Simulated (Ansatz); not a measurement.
# Glassy CaAl2Si2O8 (156 atoms): geometry optimisation

How does glassy CaAl2Si2O8 (156 atoms) relax, and what do bonds, charges and levels look like afterwards?

Main program and level: Ansatz 0.2.0; Kohn-Sham DFT, PBE, PAW (set soft_2), plane waves.

**Experiments to compare with.** A Ca0.25Al0.5Si0.5O2 glass plate was measured by high-energy x-ray diffraction at 20 K and the Si-O distance was fitted in the PDF (“Polyhedral units and network connectivity in calcium aluminosilicate glasses from high-energy x-ray diffraction”, 2000, arxiv:cond-mat/0007490): nearest Si–O distance 1.6 Å; number of O about Si 3.85; nearest Al–O distance 1.75 Å; number of O about Al 4; nearest Ca–O distance 2.36 Å (by high-energy XRD, Gaussian fit to PDF); number of O about Ca 5.2 (by high-energy XRD, Gaussian fit to PDF).

### Step 1. Set-up

The cell holds 156 atoms: 24 Al, 12 Ca, 96 O and 24 Si. Its edges and angles: a = 12.697 Å, b = 12.697 Å, c = 12.697 Å, α = 90.0°, β = 90.0°, γ = 90.0°. 156 atoms (24 Al, 12 Ca, 96 O, 24 Si) placed at random at 2.71 g/cm³, melted at 4500 K for 20 ps at fixed volume with the Morse and Coulomb pair potential with partial charges (Pedone, Malavasi, Menziani, Cormack and Segre, J. Phys. Chem. B 110, 11780 (2006)). Quenched from 4500 K to 300 K at 20 K/ps and fixed volume, held 5 ps. The starting density is a measured one.

What the set-up can't give: The quench rate of 20 K/ps is many orders above laboratory rates, so the cell is likely richer in defects and strain than a real sample. The network of bonds at the start is that of the classical potential that made the cell. The Brillouin zone is sampled at Γ only, in a cell whose shortest periodic width is 13 Å.

### Step 2. Single point at the start

The forces at the start show how far the geometry lies from a minimum of this functional.

Input file input.yaml:

```yaml
crystal:
  lattice:
    - [12.6974, 0.0, 0.0]
    - [0.0, 12.6974, 0.0]
    - [0.0, 0.0, 12.6974]
  atoms:
    - { symbol: Al, position: [0.56658, 0.30029, 0.33782] }
    - { symbol: Al, position: [0.53277, 0.42314, 0.60613] }
    - { symbol: Al, position: [0.29479, 0.44491, 0.50195] }
    - { symbol: Al, position: [0.64393, 0.75861, 0.45391] }
    [... 146 atom lines left out ...]
    - { symbol: Si, position: [0.78144, 0.44347, 0.51202] }
    - { symbol: Si, position: [0.26747, 0.0176, 0.41341] }
    - { symbol: Si, position: [0.10195, 0.26846, 0.90021] }
    - { symbol: Si, position: [0.26148, 0.666, 0.77392] }
    - { symbol: Si, position: [0.5464, 0.54537, 0.84228] }
    - { symbol: Si, position: [0.69668, 0.22843, 0.78303] }
kpoints:
  mp_grid: { grid: [1, 1, 1] }
hamiltonian:
  xc: pbe
scf:
  occupations: { method: fixed }
output:
  forces: true
  stress: true
  populations: true
  dos:
    method: { smearing: { sigma: 0.1 } }
    de: 0.1
    projected: { site_lists: { Al: [Al], Ca: [Ca], O: [O], Si: [Si] } }
  eigenvalues: true
```

On the command line:

```bash
> ansatz run input.yaml --threads 4 --pin off --max-ram 8192MiB --backend cpu --events-out ev --progress --plain --runs-dir out
```

Elapsed: 75 s, on 4 threads of Arm Neoverse V1, shared host; peak memory 3.2 GiB; 4.9 min of CPU time.

Read from the output:

| Item | Value |
| --- | --- |
| free energy | -104628.0417 eV |
| free energy per atom | -670.6926 eV/atom |
| SCF cycles | 9 |
| pressure | 4.486 GPa |
| r.m.s. force component | 1.256 eV/Å |
| longest force | 5.076 eV/Å |
| Fermi energy | 4.389 eV |
| gap (highest filled to lowest empty level) | 3.441 eV |
| spilling of the projection | 0.01217 |

The r.m.s. force component of 1.3 eV/Å and the pressure of 4.5 GPa set the starting point.

Neighbours are counted within 2.33 Å (O-Al), 2.12 Å (O-Si), 3.12 Å (O-Ca).

Length of the force by element and coordination:

```
element  coordination  atoms  mean length of the force (eV/Å)  spread  least   most
     Al           all     24                             1.87   0.980  0.487   3.73
     Ca           all     12                            0.747   0.418  0.238   1.83
     Ca             5      5                            0.866   0.516  0.357   1.83
     Ca             6      3                            0.433   0.143  0.238  0.577
     Ca             7      4                            0.832   0.275  0.464   1.20
      O           all     96                             1.88    1.02  0.364   5.08
      O             2     35                             1.83    1.17  0.364   5.08
      O             3     51                             1.97   0.905  0.369   4.08
      O             4     10                             1.61   0.994  0.534   3.83
     Si           all     24                             2.55    1.05  0.807   4.87
```

### Step 3. Relaxation

With the cell held, the atoms are moved downhill towards a nearby minimum.

input.yaml, the sections that differ from step 2:

```yaml
output:
  forces: true
relax:
  f_tol: 0.05
  max_steps: 200
# crystal, kpoints, hamiltonian, scf: as in step 2
```

The job ended after 21 min (4 threads; peak memory 2.9 GiB; 67 min of CPU time).

Relaxation path (22 of 31):

```
step  energy less that of the first step (eV)  largest force component (eV/Å)
   1                                   0.0000                          4.4915
   2                                  -6.8609                          2.5565
   4                                 -11.6723                          0.6126
   5                                 -12.2610                          0.3450
   7                                 -12.5319                          0.4212
   8                                 -12.4926                          1.1152
  10                                 -12.7065                          0.0838
  11                                 -12.7101                          0.1499
  12                                 -12.6799                          0.2283
  14                                 -12.7280                          0.1110
  15                                 -12.7621                          0.2465
  17                                 -12.7905                          0.5202
  18                                 -12.8986                          0.1765
  20                                 -12.9156                          0.1739
  21                                 -12.9509                          0.2265
  22                                 -12.9705                          0.3300
  24                                 -13.0307                          1.3721
  25                                 -13.1604                          0.0936
  27                                 -13.1708                          0.0705
  28                                 -13.1676                          0.1161
  30                                 -13.1729                          0.0305
  31                                 -13.1729                          0.0305
```

Relaxation steps 8, 12, 17, 24, 26, 28 were tried and not accepted.

The atoms that moved most (Å):

```
atom      dx      dy      dz  length
 O84   0.560  -0.389  -0.684   0.966
 O88   0.706   0.393   0.309   0.865
 O90   0.291  -0.564  -0.449   0.778
 O51  -0.018  -0.628  -0.105   0.637
O110   0.290   0.070   0.485   0.569
Al12  -0.516  -0.232   0.045   0.568
Ca27   0.345  -0.228   0.313   0.519
 O67   0.432  -0.244   0.053   0.499
```

The relaxation changed the energy by -84.4 meV/atom, and atoms moved by 0.28 Å r.m.s., 0.97 Å at most.

### Step 4. Local order after relaxation

Bonds before and after, by the cutoffs listed below:

```
pair  bonds before  bonds after  mean before (Å)  mean after (Å)  spread before (Å)  spread after (Å)
O-Al            96           99            1.773           1.803              0.080             0.061
O-Si            96           97            1.621           1.649              0.060             0.045
O-Ca            67           68            2.513           2.468              0.183             0.166
```

Density 2.71 g/cm³, 13.12 Å³ an atom.

g(r), total and by pair (bins of 0.2 Å):

```
r (Å)  total   O-O  O-Al   O-Si  O-Ca  Al-Al  Al-Si
 1.50   0.14  0.00  0.00   0.71  0.00   0.00   0.00
 1.70   3.43  0.00  6.50  11.60  0.00   0.00   0.00
 1.90   0.86  0.00  4.22   0.31  0.00   0.00   0.00
 2.10   0.07  0.00  0.09   0.00  0.60   0.00   0.00
 2.30   0.30  0.10  0.00   0.00  2.75   0.00   0.00
 2.50   0.68  0.90  0.12   0.00  3.29   0.00   0.00
 2.70   1.53  3.57  0.19   0.00  1.17   0.00   0.80
 2.90   0.98  1.98  0.13   0.17  0.34   1.38   1.32
 3.10   1.14  1.46  0.40   0.33  0.44   3.85   3.26
 3.30   1.01  0.84  0.80   0.62  0.66   2.82   2.63
 3.50   1.01  0.67  1.27   1.50  0.46   0.95   0.46
 3.70   0.90  0.61  1.12   1.34  0.73   0.83   0.32
 3.90   0.98  0.55  1.34   1.43  1.11   0.54   0.73
 4.10   0.98  0.42  1.21   1.92  0.88   0.51   1.01
 4.30   1.19  0.71  1.93   1.66  1.26   0.90   1.00
 4.50   1.10  1.09  1.39   0.93  1.29   1.12   0.77
 4.70   0.93  1.15  0.87   0.69  1.15   0.90   0.45
 4.90   1.02  1.39  0.78   0.55  1.29   0.82   0.88
 5.10   0.97  1.20  0.69   0.71  1.20   1.09   1.03
 5.30   1.02  1.43  0.49   0.84  0.78   1.41   0.96
 5.50   0.98  1.07  0.93   0.80  0.80   1.02   1.31
 5.70   0.96  1.00  0.80   1.05  0.82   0.61   1.00
 5.90   0.96  0.79  1.02   1.06  0.87   1.46   1.47
 6.10   1.00  0.92  1.03   1.11  0.91   0.91   0.98
```

Bonds by pair of elements; cutoffs follow the first minimum of g(r), held within bounds set by covalent radii, and pairs that aren't listed don't count as bonded:

```
pair A-B  cutoff (Å)  bonds  mean length (Å)  spread (Å)  shortest (Å)  B about A  A about B
    O-Al        2.23     99             1.80       0.061          1.71       1.03       4.12
    O-Si        2.16     97             1.65       0.045          1.59       1.01       4.04
    O-Ca        2.93     68             2.47       0.166          2.15      0.708       5.67
```

How many atoms have how many bonded neighbours:

```
element  mean   2   3   4  5  6  7
     Al  4.12   0   0  21  3  0  0
     Ca  5.67   0   0   1  4  5  2
      O  2.75  30  60   6  0  0  0
     Si  4.04   0   0  23  1  0  0
```

Bond angles (no mean is given where the spread exceeds 20°):

```
  angle  count  mean (°)  spread (°)
 O-Ca-O    163         -           -
 O-Al-O    156       109        13.8
 O-Si-O    148       109         8.8
Al-O-Ca     61       106        16.5
Al-O-Si     58       130        18.9
```

Oxygen atoms by the number of network formers (Si, P, Ge, B, Al, As, Ga) bound to them:

```
network formers bound to O  O atoms  per cent
                         0        0         0
                         1       10      10.4
                         2       72        75
                         3       14      14.6
```

Network units: each former by its oxygen neighbours and how many of them bridge to another former:

```
former  O neighbours  bridging O  atoms
    Si             4           2      2
    Si             4           3      4
    Si             4           4     17
    Si             5           5      1
    Al             4           3      2
    Al             4           4     19
    Al             5           5      3
```

Bond length by coordination (bonds to H left out):

```
element  coordination  atoms  mean bond length (Å)
     Al             4     21                  1.79
     Al             5      3                  1.88
     Ca             4      1                  2.32
     Ca             5      4                  2.38
     Ca             6      5                  2.52
     Ca             7      2                  2.52
      O             2     30                  1.67
      O             3     60                  1.97
      O             4      6                  2.17
     Si             4     23                  1.64
     Si             5      1                  1.75
```

Rings of the network by King's shortest-path rule, up to 12 atoms, one path for each pair of neighbours; H, halogens, alkali and alkaline-earth atoms are left out, and the last column divides by all other atoms, bonded or not:

```
ring size (atoms)  rings  per network atom
                4      4             0.028
                6     10             0.069
                8     22             0.153
               10     32             0.222
               12     23              0.16
```

For some of the pairs, g(r) has its first main peak near 2.7 Å (O-O), 1.8 Å (O-Al), 1.6 Å (O-Si), 2.4 Å (O-Ca), 3.1 Å (Al-Al) and 3.1 Å (Al-Si). Counting bonds as in the table, 88 % of Al atoms have 4, 42 % of Ca atoms have 6, 62 % of O atoms have 3 and 96 % of Si atoms have 4 bonded neighbours. 75 % of the oxygens bridge two formers (Si and Al) and 10 % are non-bridging; 15 % join three. The commonest Si unit has 4 oxygens, 4 of them shared with other formers (17 of 24 atoms). Rings of 10 atoms are the most common (35 % of those counted); sizes run from 4 to 12, where the search stops.

### Step 5. Single point at the relaxed geometry

The electronic structure is read at the final geometry, in a run of its own.

Input file input.yaml:

```yaml
crystal:
  lattice:
    - [12.6974, 0.0, 0.0]
    - [0.0, 12.6974, 0.0]
    - [0.0, 0.0, 12.6974]
  atoms:
    - { symbol: Al, position: [0.57973, 0.2855, 0.34142] }
    - { symbol: Al, position: [0.52559, 0.42856, 0.61263] }
    - { symbol: Al, position: [0.29971, 0.43601, 0.49997] }
    - { symbol: Al, position: [0.64323, 0.76557, 0.44626] }
    [... 146 atom lines left out ...]
    - { symbol: Si, position: [0.77163, 0.44724, 0.52002] }
    - { symbol: Si, position: [0.27933, 0.02266, 0.40841] }
    - { symbol: Si, position: [0.10238, 0.26964, 0.89704] }
    - { symbol: Si, position: [0.24996, 0.66653, 0.77439] }
    - { symbol: Si, position: [0.54384, 0.55181, 0.83914] }
    - { symbol: Si, position: [0.69918, 0.23453, 0.78597] }
kpoints:
  mp_grid: { grid: [1, 1, 1] }
hamiltonian:
  xc: pbe
scf:
  occupations: { method: fixed }
output:
  forces: true
  stress: true
  populations: true
  dos:
    method: { smearing: { sigma: 0.1 } }
    de: 0.1
    projected: { site_lists: { Al: [Al], Ca: [Ca], O: [O], Si: [Si] } }
  eigenvalues: true
  write_density: true
  write_potential: true
  volumetric_format: npy
  elf: true
```

Wall time 87 s (4 threads); peak memory 3.2 GiB; 5.2 min of CPU time.

Numbers from this run:

* free energy: -104641.2146 eV
* free energy per atom: -670.7770 eV/atom
* SCF cycles: 9
* pressure: -0.7423 GPa
* r.m.s. force component: 0.00599 eV/Å
* longest force: 0.03459 eV/Å
* Fermi energy: 4.158 eV
* gap (highest filled to lowest empty level): 3.85 eV
* spilling of the projection: 0.01207

Löwdin charges by element and coordination (they lack the spilled electrons, 0.067 e an atom on average):

```
element  coordination  atoms  mean charge (e)  spread   least    most
     Al           all     24             1.31  0.0458    1.15    1.37
     Al             4     21             1.30  0.0452    1.15    1.36
     Al             5      3             1.35  0.0199    1.32    1.37
     Ca           all     12             1.80  0.0146    1.78    1.83
     Ca             4      1             1.82       0    1.82    1.82
     Ca             5      4             1.80  0.0102    1.79    1.81
     Ca             6      5             1.80  0.0141    1.79    1.83
     Ca             7      2             1.80  0.0187    1.78    1.82
      O           all     96           -0.867  0.0769   -1.11  -0.744
      O             2     30           -0.814   0.031  -0.885  -0.763
      O             3     60           -0.885  0.0803   -1.11  -0.744
      O             4      6           -0.951  0.0298  -0.977  -0.890
     Si           all     24             1.70  0.0362    1.59    1.76
     Si             4     23             1.70   0.037    1.59    1.76
     Si             5      1             1.70       0    1.70    1.70
```

Density of states as counts of states in windows of 1 eV (from the Fermi level), total and the larger projections:

```
from (eV)  to (eV)  total    O p  Si p   O s
      -18      -17   77.6    0.7   7.6  60.2
      -17      -16   42.7    0.4   2.0  33.6
      -16      -15    3.7    0.0   0.3   2.9
      -15      -14    2.9    0.0   0.0   2.3
      -14      -10    0.0    0.0   0.0   0.0
      -10       -9    2.0    1.3   0.1   0.1
       -9       -8   14.8    9.9   0.7   0.8
       -8       -7   16.7   11.5   1.0   0.9
       -7       -6   31.6   23.2   2.9   0.9
       -6       -5   50.9   38.9   5.2   1.1
       -5       -4   64.1   50.9   5.0   1.9
       -4       -3   91.0   77.2   3.6   2.4
       -3       -2  108.0   98.3   2.0   1.5
       -2       -1  124.8  117.7   1.4   0.9
       -1        0   70.8   67.9   0.4   0.3
        0        1    1.4    1.3   0.0   0.0
        1        3    0.0    0.0   0.0   0.0
        3        4    2.0    0.0   0.0   0.5
        4        5    2.3    0.2   0.1   0.3
```

With fixed occupations the program's Fermi level is the highest filled level; weight inside the gap is the broadening of levels at its edges.

Between -26 and -18 eV lie 137 more states.

The levels nearest the highest filled one (over half full), pooled over k-points and spins:

```
level less the highest filled one (eV)  occupation
                                -0.317           2
                                -0.257           2
                                -0.204           2
                                -0.135           2
                               -0.0686           2
                                     0           2
                                  3.85           0
                                  4.89           0
                                  5.09           0
                                  5.11           0
                                  5.31           0
                                  5.44           0
```

Mean Löwdin charges: Al +1.31, Ca +1.80, O -0.87, Si +1.70 e (they miss 1.2 % of the electrons, so they add up to more than the cell's charge).

### Step 6. Results

```json
{
  "energy change in the relaxation": "-84.44 meV/atom",
  "r.m.s. displacement": "0.277 Å",
  "largest displacement": "0.966 Å",
  "free energy per atom": "-670.7770 eV/atom",
  "pressure": "-0.7423 GPa",
  "r.m.s. force component": "0.00599 eV/Å",
  "gap (highest filled to lowest empty level)": "3.85 eV",
  "wall time of the 3 DFT runs": "23 min"
}
```

**Reading.** Relaxation lowers the energy by 84.4 meV/atom and moves atoms by 0.28 Å r.m.s.; the r.m.s. force component goes from 1.3 to 0.0060 eV/Å, the pressure goes from 4.5 to -0.74 GPa, and the gap from 3.44 to 3.85 eV. By the final cutoffs 5 of 259 bonded pairs parted and 10 joined. First to last step the energy falls by 13.173 eV; the largest move, 0.97 Å, is that of O84. The O-Ca bonds change most in mean length: from 2.513 Å (spread 0.183) to 2.468 Å (spread 0.166), and their number from 67 to 68. Counting bonds as in the table, 88 % of Al atoms have 4, 42 % of Ca atoms have 6, 62 % of O atoms have 3 and 96 % of Si atoms have 4 bonded neighbours. 75 % of the oxygens bridge two formers (Si and Al) and 10 % are non-bridging; 15 % join three. The highest filled and lowest empty levels differ by 3.85 eV (at Γ alone); a semilocal functional tends to put such gaps too low. In a disordered cell it changes from sample to sample, and tail or defect levels can set it.

What to keep in mind: The starting topology of bonds comes from the classical model; in DFT 5 of its 259 bonded pairs passed out of the cutoffs and 10 came within them. The stress is far from hydrostatic: its diagonal is -1.4, 1.5, -2.3 GPa, compression counted positive.

Against the measurements quoted at the start:

```
             quantity  measured  this cell  difference             method of the measurement
nearest Si–O distance     1.6 Å     1.65 Å      +3.1 %     high-energy XRD, PDF Gaussian fit
 number of O about Si      3.85       4.04      +5.0 %     high-energy XRD, PDF Gaussian fit
nearest Al–O distance    1.75 Å     1.79 Å      +2.3 %     high-energy XRD, PDF Gaussian fit
 number of O about Al         4       4.12      +3.1 %     high-energy XRD, PDF Gaussian fit
nearest Ca–O distance    2.36 Å     2.42 Å      +2.5 %  high-energy XRD, Gaussian fit to PDF
 number of O about Ca       5.2       5.67      +9.0 %  high-energy XRD, Gaussian fit to PDF
```

The cell differs from the measured distances by up to 3.1 % and neighbour counts by up to 9.0 %. Distances of this cell are positions of the first main peak of g(r), or bond means where the peak is narrow; means over all bonds within a cutoff lie farther out for broad shells. The network comes from the model that made the cell; in DFT 5 of its 259 bonded pairs passed out of the cutoffs and 10 came within them. Our coordination numbers hang on a cutoff, and experiments count neighbours in their own ways.

[Logs are printed without paths, hosts, clocks, repeated set-up lines and the standing remarks that a program may print on its own settings, such as how far it seeks lower states.]

[Hosts, paths, dates, database ids (printed as entryN), source tags and the programs' standing remarks are cut or masked in the printed files.]
